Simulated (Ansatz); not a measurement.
An input for Ansatz 0.2.0 (InGa3N4 (P3m1)):

```yaml
crystal:
  lattice:
    - [6.6112123968, 0.0, 0.0]
    - [-3.3056061984, 5.7254778854, 0.0]
    - [0.0, 0.0, 10.825164]
  atoms:
    - { symbol: In, position: [0.0, 0.0, 0.998534] }
    - { symbol: Ga, position: [0.333333335, 0.166666665, 0.259491] }
    - { symbol: Ga, position: [0.333333335, 0.166666665, 0.738009] }
    - { symbol: Ga, position: [0.0, 0.0, 0.498224] }
    - { symbol: "N", position: [0.333333335, 0.166666665, 0.079963] }
    - { symbol: "N", position: [0.333333335, 0.166666665, 0.555965] }
    - { symbol: "N", position: [0.0, 0.0, 0.316436] }
    - { symbol: "N", position: [0.0, 0.0, 0.795179] }
    - { symbol: In, position: [0.0, 0.5, 0.998534] }
    - { symbol: Ga, position: [0.333333335, 0.666666665, 0.259491] }
    - { symbol: Ga, position: [0.333333335, 0.666666665, 0.738009] }
    - { symbol: Ga, position: [0.0, 0.5, 0.498224] }
    - { symbol: "N", position: [0.333333335, 0.666666665, 0.079963] }
    - { symbol: "N", position: [0.333333335, 0.666666665, 0.555965] }
    - { symbol: "N", position: [0.0, 0.5, 0.316436] }
    - { symbol: "N", position: [0.0, 0.5, 0.795179] }
    - { symbol: In, position: [0.5, 0.0, 0.998534] }
    - { symbol: Ga, position: [0.833333335, 0.166666665, 0.259491] }
    - { symbol: Ga, position: [0.833333335, 0.166666665, 0.738009] }
    - { symbol: Ga, position: [0.5, 0.0, 0.498224] }
    - { symbol: "N", position: [0.833333335, 0.166666665, 0.079963] }
    - { symbol: "N", position: [0.833333335, 0.166666665, 0.555965] }
    - { symbol: "N", position: [0.5, 0.0, 0.316436] }
    - { symbol: "N", position: [0.5, 0.0, 0.795179] }
    - { symbol: In, position: [0.5, 0.5, 0.998534] }
    - { symbol: Ga, position: [0.833333335, 0.666666665, 0.259491] }
    - { symbol: Ga, position: [0.833333335, 0.666666665, 0.738009] }
    - { symbol: Ga, position: [0.5, 0.5, 0.498224] }
    - { symbol: "N", position: [0.833333335, 0.666666665, 0.079963] }
    - { symbol: "N", position: [0.833333335, 0.666666665, 0.555965] }
    - { symbol: "N", position: [0.5, 0.5, 0.316436] }
    - { symbol: "N", position: [0.5, 0.5, 0.795179] }
kpoints:
  mp_grid: { grid: [3, 3, 2] }
hamiltonian:
  xc: lda
scf:
  occupations: { method: fixed }
gw:
  n_empty_bands: 432
  ecut_chi: 60.0
  qp_bands: [v1, c1]
  qp_kpoints: band_edges
  screening: { model: contour_deformation }
```

```sh
ansatz run input.yaml --threads 16 --pin off --max-ram 36864MiB --backend cpu --events-out ev --progress --plain --runs-dir out
```

How long will it take on 16 threads of Arm Neoverse V2, shared host, and how much memory?

It took 3.2 min; on shared hardware allow 97 s to 6.5 min. Peak host memory was 11 GiB. The sizes that set the cost: 8005 plane waves a state, 6 irreducible k points, 576 bands summed, 415 plane waves in the screening and 9 SCF cycles.

The screening grows as filled bands × empty bands × pairs of k points, times the square of the screening basis for the matrix.

[Paths, hosts, dates, memory and timing lines, banners, echoed tables and standing remarks are left out of the program output.]

[Logs are printed without paths, hosts, clocks, repeated set-up lines and the standing remarks that a program may print on its own settings, such as how far it seeks lower states.]

[Runs of the session that timed out or met a known fault of the program may be left out.]

[Cells called generated may have been cut or substituted from an entry of the Crystallography Open Database or the Materials Project.]

[Hosts, paths, dates, database ids (printed as entryN), source tags and the programs' standing remarks are cut or masked in the printed files.]
